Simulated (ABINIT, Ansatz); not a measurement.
**SnSe2 (P-3m1): changed settings of a GW run in ABINIT**

What do changed inputs do to GW on SnSe2 (P-3m1)?

Calculated with ABINIT 10.8.3; PBE and many-body steps on it, plane waves.

### Step 1. Starting point

Symmetry: P-3m1, No. 164, trigonal system. The conventional cell has a = 3.811 Å, b = 3.811 Å, c = 6.136 Å, α = 90.00°, β = 90.00°, γ = 120.00°. Nearest to Sn lie 6 Se at 2.68 Å. Nearest to Se lie 3 Sn at 2.68 Å. Farther neighbours and most contacts between anions are not listed.

The cell and positions come from the Crystallography Open Database and are kept as given unless a step says otherwise.

### Step 2. Screening, 3×3×2 mesh, 237 bands, screening to 176.9 eV

This step: ABINIT 10.8.3; RPA screening on PBE, plane waves, norm-conserving pseudopotentials.

The RPA dielectric matrix is built and inverted for each q.

Contents of run.abi:

```
acell 3*1.0 Angstrom
rprim 
  3.810999999987 0.000000000003 0.000000000000
  -1.905499999996 3.300422813810 0.000000000000
  0.000000000000 0.000000000000 6.136000000000
ntypat 2
znucl 50 34
natom 3
typat 1 2 2
xred 
  0.000000000000 0.000000000000 0.000000000000
  0.333333333333 0.666666666667 0.249000000000
  0.666666666667 0.333333333333 0.751000000000
pp_dirpath "pseudos"
pseudos "Sn.upf, Se.upf"
ecut 48
ngkpt 3 3 2
nshiftk 1
shiftk 0 0 0
kptopt 1
chksymbreak 0
istwfk *1
occopt 1
irdwfk 1
optdriver 3
nband 237
ecuteps 6.5
inclvkb 2
awtr 1
symchi 1
indata_prefix "in"
outdata_prefix "out"
tmpdata_prefix "tmp"
```

The run is started by

```bash
$ OMP_NUM_THREADS=1 mpirun -n 4 abinit run.abi > log
```

The program printed:

```text
.Version 10.8.3 of ABINIT. v10.8.2 released Aug 2026.

 Symmetries : space group P-3 m 1 (#164); Bravais hP (primitive hexag.)
[... echo of the input left out ...]
== DATASET  1 ==================================================================
-   mpi_nproc: 4, omp_nthreads: 1 (-1 if OMP is not activated)

--- !DatasetInfo
iteration_state: {dtset: 1, }
dimensions: {natom: 3, nkpt: 6, mband: 237, nsppol: 1, nspinor: 1, nspden: 1, mpw: 8305, }
cutoff_energies: {ecut:  48.0, pawecutdg:  -1.0, }
electrons: {nelect:   7.00000000E+01, charge:   0.00000000E+00, occopt:   1.00000000E+00, tsmear:   1.00000000E-02, }

 SCREENING: Calculation of the susceptibility and dielectric matrices

 Based on a program developped by R.W. Godby, V. Olevano, G. Onida, and L. Reining.
 Incorporated in ABINIT by V. Olevano, G.-M. Rignanese, and M. Torrent.
.Using double precision arithmetic ; gwpc =  8

[... cell and pseudopotentials left out ...]
--------------------------------------------------------------------------------

 ==== K-mesh for the wavefunctions ====
 Number of points in the irreducible wedge :     6
[... list of points left out ...]
 Together with 12 symmetry operations and time-reversal symmetry
 yields    18 points in the full Brillouin Zone.

 ==== Q-mesh for the screening function ====
 Number of points in the irreducible wedge :     6
[... list of points left out ...]
 Together with 12 symmetry operations and time-reversal symmetry
 yields    18 points in the full Brillouin Zone.

 setmesh: FFT mesh size selected  =    27x   27x   50
          total number of points  =        36450

 vcoul_init : cutoff-mode = AUXILIARY_FUNCTION
 q-points for optical limit:   1
     1)      0.000010    0.000020    0.000030

- screening: taking advantage of time-reversal symmetry
- Maximum band index for partially occupied states nbvw = 35
- Remaining bands to be divided among processors   nbcw = 202
- Number of bands treated by each node ~50

 Number of electrons calculated from density =   70.0000; Expected =   70.0000
 average of density, n =  0.134403
 r_s =    1.2111
 omega_plasma =   35.3638 [eV]

 calculating chi0 at frequencies [eV] :
  1    0.000000E+00    0.000000E+00
  2    0.000000E+00    3.536384E+01

--------------------------------------------------------------------------------
  q-point number  1        q = ( 0.000000, 0.000000, 0.000000) [r.l.u.]
--------------------------------------------------------------------------------
[... chi0 elements left out ...]
 For q-point:  0.000010 0.000020 0.000030
  dielectric constant =  19.5683
  dielectric constant without local fields =  22.2856

  Average fulfillment of the sum rule on Im[epsilon] for q-point    1 :     51.59  [%]
[... wings left out ...]
  q-point number  2        q = ( 0.333333, 0.000000, 0.000000) [r.l.u.]
--------------------------------------------------------------------------------
[... chi0 elements left out ...]
  Average fulfillment of the sum rule on Im[epsilon] for q-point    2 :     54.41  [%]

 [... 4 further q-points ...]
```

The job ended after 2.3 min (4 MPI ranks of Arm Neoverse V1, shared host; peak memory 1.8 GiB).

Numbers from this step:

```
ε∞ with local fields, on this mesh, along the program's q direction : 19.57
the same without local fields                                       : 22.29
plasma frequency                                                    : 35.36 eV
plane waves in the screening matrix                                 : 391
```

Local fields lower ε∞ by 12 %. On a Γ-centred mesh this coarse the value itself is usually too large, while a short band sum pulls it down.

### Step 3. Base

The self-energy is evaluated for the states that the input lists, and the levels follow from it, in one-shot runs by the linearised quasiparticle equation.

This step: G0W0 on PBE, plane waves, norm-conserving pseudopotentials.

Changes to run.abi since step 2:

```diff
@@ -24,8 +24,15 @@
 irdwfk 1
-optdriver 3
+optdriver 4
 nband 237
+gwcalctyp 0
+ecutsigx 48
+symsigma 1
+nkptgw 1
+kptgw 
+  0.0000000000 0.0000000000 0.0000000000
+bdgw 
+  33 37
 ecuteps 6.5
-inclvkb 2
-awtr 1
-symchi 1
+irdscr 1
+ppmodel 1
 indata_prefix "in"
```

The program printed:

```text
.Version 10.8.3 of ABINIT. v10.8.2 released Aug 2026.

 Symmetries : space group P-3 m 1 (#164); Bravais hP (primitive hexag.)
[... echo of the input left out ...]
== DATASET  1 ==================================================================
-   mpi_nproc: 4, omp_nthreads: 1 (-1 if OMP is not activated)

--- !DatasetInfo
iteration_state: {dtset: 1, }
dimensions: {natom: 3, nkpt: 6, mband: 237, nsppol: 1, nspinor: 1, nspden: 1, mpw: 8305, }
cutoff_energies: {ecut:  48.0, pawecutdg:  -1.0, }
electrons: {nelect:   7.00000000E+01, charge:   0.00000000E+00, occopt:   1.00000000E+00, tsmear:   1.00000000E-02, }

 SIGMA: Calculation of the GW corrections

 Based on a program developped by R.W. Godby, V. Olevano, G. Onida, and L. Reining.
 Incorporated in ABINIT by V. Olevano, G.-M. Rignanese, and M. Torrent.
.Using double precision arithmetic ; gwpc =  8

[... cell and pseudopotentials left out ...]
--------------------------------------------------------------------------------

 ==== K-mesh for the wavefunctions ====
 Number of points in the irreducible wedge :     6
[... list of points left out ...]
 Together with 12 symmetry operations and time-reversal symmetry
 yields    18 points in the full Brillouin Zone.

 ==== Q-mesh for screening function ====
 Number of points in the irreducible wedge :     6
[... list of points left out ...]
 Together with 12 symmetry operations and time-reversal symmetry
 yields    18 points in the full Brillouin Zone.

 vcoul_init : cutoff-mode = AUXILIARY_FUNCTION
 q-points for optical limit:   1
     1)      0.000010    0.000020    0.000030
 setmesh: FFT mesh size selected  =    40x   40x   75
          total number of points  =       120000

 Number of electrons calculated from density =   70.0000; Expected =   70.0000
 average of density, n =  0.134403
 r_s =    1.2111
 omega_plasma =   35.3638 [eV]

 === KS Band Gaps ===
  >>>> For spin  1
   Minimum direct gap =   1.0998 [eV], located at k-point      :   0.0000  0.0000  0.0000
   Fundamental gap    =   1.0998 [eV], Top of valence bands at :   0.0000  0.0000  0.0000
                                       Bottom of conduction at :   0.0000  0.0000  0.0000
 SIGMA fundamental parameters:
 PLASMON POLE MODEL  1
 number of plane-waves for SigmaX                 8305
 number of plane-waves for SigmaC and W            391
 number of plane-waves for wavefunctions          8305
 number of bands                                   237
 number of independent spin polarizations            1
 number of spinorial components                      1
 number of k-points in IBZ                           6
 number of q-points in IBZ                           6
 number of symmetry operations                      12
 number of k-points in BZ                           18
 number of q-points in BZ                           18
 number of frequencies for dSigma/dE                 9
 frequency step for dSigma/dE [eV]                0.25
 number of omega for Sigma on real axis              0
 max omega for Sigma on real axis  [eV]           0.00
 zcut for avoiding poles [eV]                     0.10

 EPSILON^-1 parameters (SCR file):
 dimension of the eps^-1 matrix on file            391
 dimension of the eps^-1 matrix used               391
 number of plane-waves for wavefunctions          8305
 number of bands                                   237
 number of q-points in IBZ                           6
 number of frequencies                               2
 number of real frequencies                          1
 number of imag frequencies                          1

 matrix elements of self-energy operator (all in [eV])

 Perturbative Calculation

--- !SelfEnergy_ee
iteration_state: {dtset: 1, }
kpoint     : [   0.000,    0.000,    0.000, ]
spin       : 1
KS_gap     :    1.100
QP_gap     :    1.701
Delta_QP_KS:    0.601
data: !SigmaeeData |
     Band     E0 <VxcDFT>   SigX SigC(E0)      Z dSigC/dE  Sig(E)    E-E0       E
       33   5.249 -14.622 -16.811   1.734   0.789  -0.268 -14.981  -0.359   4.890
       34   5.249 -14.622 -16.811   1.734   0.789  -0.268 -14.981  -0.359   4.890
       35   5.637 -14.683 -16.739   1.591   0.792  -0.263 -15.051  -0.368   5.269
       36   6.737 -13.871 -10.050  -3.534   0.809  -0.237 -13.639   0.233   6.969
       37   8.603 -11.502  -7.047  -4.289   0.814  -0.229 -11.368   0.135   8.738

== END DATASET(S) ==============================================================
================================================================================

 -outvars: echo values of variables after computation  --------
           etotal      0.0000000000E+00
            nband         237
             nkpt           6
          spgroup         164
 [... the other variables as echoed above ...]

 Calculation completed.
```

Wall time 18 s (4 MPI ranks); peak memory 1.4 GiB.

Numbers from this step:

```
G0W0 gap on the points computed              : 1.700 eV
starting gap on the mesh                     : 1.100 eV
k of the valence top                         : 0, 0, 0
k of the conduction bottom                   : 0, 0, 0
Z at the valence top                         : 0.792
Z at the conduction bottom                   : 0.809
least direct G0W0 gap on the computed points : 1.700 eV
```

The gap on the mesh goes from 1.10 eV to 1.70 eV, a correction of +0.60 eV.

### Step 4. Scissors in G

Changes to run.abi since step 3:

```diff
@@ -37,2 +37,3 @@
 ppmodel 1
+mbpt_sciss 1.0 eV
 indata_prefix "in"
```

The program printed:

```text
.Version 10.8.3 of ABINIT. v10.8.2 released Aug 2026.

 Symmetries : space group P-3 m 1 (#164); Bravais hP (primitive hexag.)
[... echo of the input left out ...]
== DATASET  1 ==================================================================
-   mpi_nproc: 4, omp_nthreads: 1 (-1 if OMP is not activated)

--- !DatasetInfo
iteration_state: {dtset: 1, }
dimensions: {natom: 3, nkpt: 6, mband: 237, nsppol: 1, nspinor: 1, nspden: 1, mpw: 8305, }
cutoff_energies: {ecut:  48.0, pawecutdg:  -1.0, }
electrons: {nelect:   7.00000000E+01, charge:   0.00000000E+00, occopt:   1.00000000E+00, tsmear:   1.00000000E-02, }

 SIGMA: Calculation of the GW corrections

 Based on a program developped by R.W. Godby, V. Olevano, G. Onida, and L. Reining.
 Incorporated in ABINIT by V. Olevano, G.-M. Rignanese, and M. Torrent.
.Using double precision arithmetic ; gwpc =  8

[... cell and pseudopotentials left out ...]
--------------------------------------------------------------------------------

 ==== K-mesh for the wavefunctions ====
 Number of points in the irreducible wedge :     6
[... list of points left out ...]
 Together with 12 symmetry operations and time-reversal symmetry
 yields    18 points in the full Brillouin Zone.

 ==== Q-mesh for screening function ====
 Number of points in the irreducible wedge :     6
[... list of points left out ...]
 Together with 12 symmetry operations and time-reversal symmetry
 yields    18 points in the full Brillouin Zone.

 vcoul_init : cutoff-mode = AUXILIARY_FUNCTION
 q-points for optical limit:   1
     1)      0.000010    0.000020    0.000030
 setmesh: FFT mesh size selected  =    40x   40x   75
          total number of points  =       120000

 Number of electrons calculated from density =   70.0000; Expected =   70.0000
[...]
number of symmetry operations                      12
 number of k-points in BZ                           18
 number of q-points in BZ                           18
 number of frequencies for dSigma/dE                 9
 frequency step for dSigma/dE [eV]                0.25
 number of omega for Sigma on real axis              0
 max omega for Sigma on real axis  [eV]           0.00
 zcut for avoiding poles [eV]                     0.10
 scissor energy [eV]                              1.00

 EPSILON^-1 parameters (SCR file):
 dimension of the eps^-1 matrix on file            391
 dimension of the eps^-1 matrix used               391
 number of plane-waves for wavefunctions          8305
 number of bands                                   237
 number of q-points in IBZ                           6
 number of frequencies                               2
 number of real frequencies                          1
 number of imag frequencies                          1

 matrix elements of self-energy operator (all in [eV])

 Perturbative Calculation

--- !SelfEnergy_ee
iteration_state: {dtset: 1, }
kpoint     : [   0.000,    0.000,    0.000, ]
spin       : 1
KS_gap     :    1.100
QP_gap     :    1.794
Delta_QP_KS:    0.694
data: !SigmaeeData |
     Band     E0 <VxcDFT>   SigX SigC(E0)      Z dSigC/dE  Sig(E)    E-E0       E
       33   5.249 -14.622 -16.811   1.801   0.791  -0.264 -14.929  -0.307   4.943
       34   5.249 -14.622 -16.811   1.801   0.791  -0.264 -14.929  -0.307   4.943
       35   5.637 -14.683 -16.739   1.659   0.794  -0.260 -14.998  -0.315   5.322
       36   6.737 -13.871 -10.050  -3.587   0.811  -0.233 -13.492   0.379   7.116
       37   8.603 -11.502  -7.047  -4.321   0.815  -0.227 -11.208   0.294   8.897

== END DATASET(S) ==============================================================
================================================================================

 -outvars: echo values of variables after computation  --------
           etotal      0.0000000000E+00
            nband         237
             nkpt           6
          spgroup         164
 [... the other variables as echoed above ...]

 Calculation completed.
```

Wall time 18 s (4 MPI ranks); peak memory 1.4 GiB.

This step gave:

```yaml
g0w0_gap_on_the_points_computed: 1.794 eV
starting_gap_on_the_mesh: 1.100 eV
k_of_the_valence_top: 0, 0, 0
k_of_the_conduction_bottom: 0, 0, 0
z_at_the_valence_top: 0.794
z_at_the_conduction_bottom: 0.811
least_direct_g0w0_gap_on_the_computed_points: 1.794 eV
```

### Step 5. A keyword of another program

Changes to run.abi since step 4:

```diff
@@ -37,3 +37,3 @@
 ppmodel 1
-mbpt_sciss 1.0 eV
+ecut_chi 100
 indata_prefix "in"
```

The program printed:

```text
.Version 10.8.3 of ABINIT. v10.8.2 released Aug 2026.

 Symmetries : space group P-3 m 1 (#164); Bravais hP (primitive hexag.)
================================================================================
 Values of the parameters that define the memory need of the present run
     intxc =       0    ionmov =       0      iscf =       7    lmnmax =       6
     lnmax =       6     mgfft =      75  mpssoang =       3    mqgrid =    3617
     natom =       3  nloc_mem =       1    nspden =       1   nspinor =       1
    nsppol =       1      nsym =      12    n1xccc =    2501    ntypat =       2
    occopt =       1   xclevel =       2
-    mband =         237        mffmem =           1         mkmem =           2
       mpw =        8305          nfft =      172800          nkpt =           6
================================================================================
  Rough estimation (10% accuracy) of disk space for files :
================================================================================

--------------------------------------------------------------------------------
------------- Echo of variables that govern the present computation ------------
--------------------------------------------------------------------------------
 -outvars: echo values of preprocessed input variables --------
            acell      1.8897261259E+00  1.8897261259E+00  1.8897261259E+00 Bohr

             bdgw          33      37
      chksymbreak           0
             ecut      4.80000000E+01 Hartree
          ecuteps      6.50000000E+00 Hartree
         ecutsigx      4.80000000E+01 Hartree
          ecutwfn      4.80000000E+01 Hartree
-          fftalg         312
           irdscr           1
           irdwfk           1

              ixc     -101130
[...]
npweps         391
          npwsigx        8305
           npwwfn        8305
             nsym          12
           ntypat           2
              occ      2.000000  2.000000  2.000000  2.000000  2.000000  2.000000
                       2.000000  2.000000  2.000000  2.000000  2.000000  2.000000
                       2.000000  2.000000  2.000000  2.000000  2.000000  2.000000
                       2.000000  2.000000  2.000000  2.000000  2.000000  2.000000
[...]
0.000000  0.000000  0.000000  0.000000  0.000000  0.000000
   [... 29 further rows ...]
                       0.000000  0.000000  0.000000  0.000000  0.000000  0.000000
[...]
optdriver           4
            rprim      3.8110000000E+00  3.0000000000E-12  0.0000000000E+00
[...]
spgroup         164

             xred      0.0000000000E+00  0.0000000000E+00  0.0000000000E+00
                       3.3333333333E-01  6.6666666667E-01  2.4900000000E-01
                       6.6666666667E-01  3.3333333333E-01  7.5100000000E-01
            znucl       50.00000   34.00000

================================================================================

 chkinp: Checking input parameters for consistency.

--- !ERROR
message: |
    Found token: `ECUT_CHI` in the input file.
    This name is not one of the registered input variable names (see
    Action: check your input file. Perhaps you mistyped the input variable,
    or specified "img", although this was not permitted for this input variable.

--- !ERROR
message: |
    Found token: `ECUT_CHI` in the input file.
    This name is not one of the registered input variable names (see
    Action: check your input file. Perhaps you mistyped the input variable,
    or specified "img", although this was not permitted for this input variable.

--- from the log ---
Found token: `ECUT_CHI` in the input file.
    This name is not one of the registered input variable names (see
    Action: check your input file. Perhaps you mistyped the input variable,
    or specified "img", although this was not permitted for this input variable.
```

Run time: 0.7 s. Hardware: 4 MPI ranks; peak memory 0.05 GiB.

The run stopped with an error after 0.7 s.

The program's words: Found token: `ECUT_CHI` in the input file. This name is not one of the registered input variable names (see Action: check your input file. Perhaps you mistyped the input variable, or specified "img", although this was not permitted for this input variable.

The fault put into this input: a keyword of another program.

### Step 6. Side by side

Times are wall times on 4 MPI ranks of Arm Neoverse V1, shared host, good to a factor of about two. A run's time includes the screening step that it read.

```
          run   mesh  bands  screening cutoff (eV)  DFT gap (eV)  gap on the mesh (eV)  direct (eV)  ε∞ used     time
         base  3×3×2    237                  176.9         1.100                 1.700        1.700    19.57  2.6 min
scissors in G  3×3×2    237                  176.9         1.100                 1.794        1.794    19.57  2.6 min
```

### Step 7. Outcome

```
base          : 1.700 eV
scissors in G : 1.794 eV
known limits  : not at the basis limit; no spin-orbit coupling; coarse k mesh
```

**Reading.** Scissors in G: +0.094 eV against base (keys changed: mbpt_sciss). Bands and cutoff are finite, so the gap is not at the basis limit. The miss can reach some tenths of an eV and take either sign; the mesh is an error of its own. In the G0W0 runs levels were corrected at 1 k point alone, so a gap called «on the mesh» is the least over those, and an edge elsewhere would be missed. A denser mesh or path gives a starting gap of 0.75 eV: the GW mesh misses a band edge, so its gaps are not the fundamental one. The 3×3×2 mesh is coarse for this cell, which bears on the long-range parts of exchange and screening. The many-body steps are scalar-relativistic: spin-orbit coupling is not in them.

[Paths, hosts, dates, memory and timing lines, banners, echoed tables and standing remarks are left out of the program output.]

[Logs are printed without paths, hosts, clocks, repeated set-up lines and the standing remarks that a program may print on its own settings, such as how far it seeks lower states.]

[Runs of the session that timed out or met a known fault of the program may be left out.]

[Hosts, paths, dates, database ids (printed as entryN), source tags and the programs' standing remarks are cut or masked in the printed files.]

[G0W0 gaps are taken among the corrected bands and points alone; a level outside them can change the order at an edge.]

[Where Ansatz stands beside ABINIT at settings called matched, ABINIT's density can come from a denser mesh and the files from another edition; pairs whose starting gaps differed by over 0.03 eV were left out, so agreement reads better than it is.]
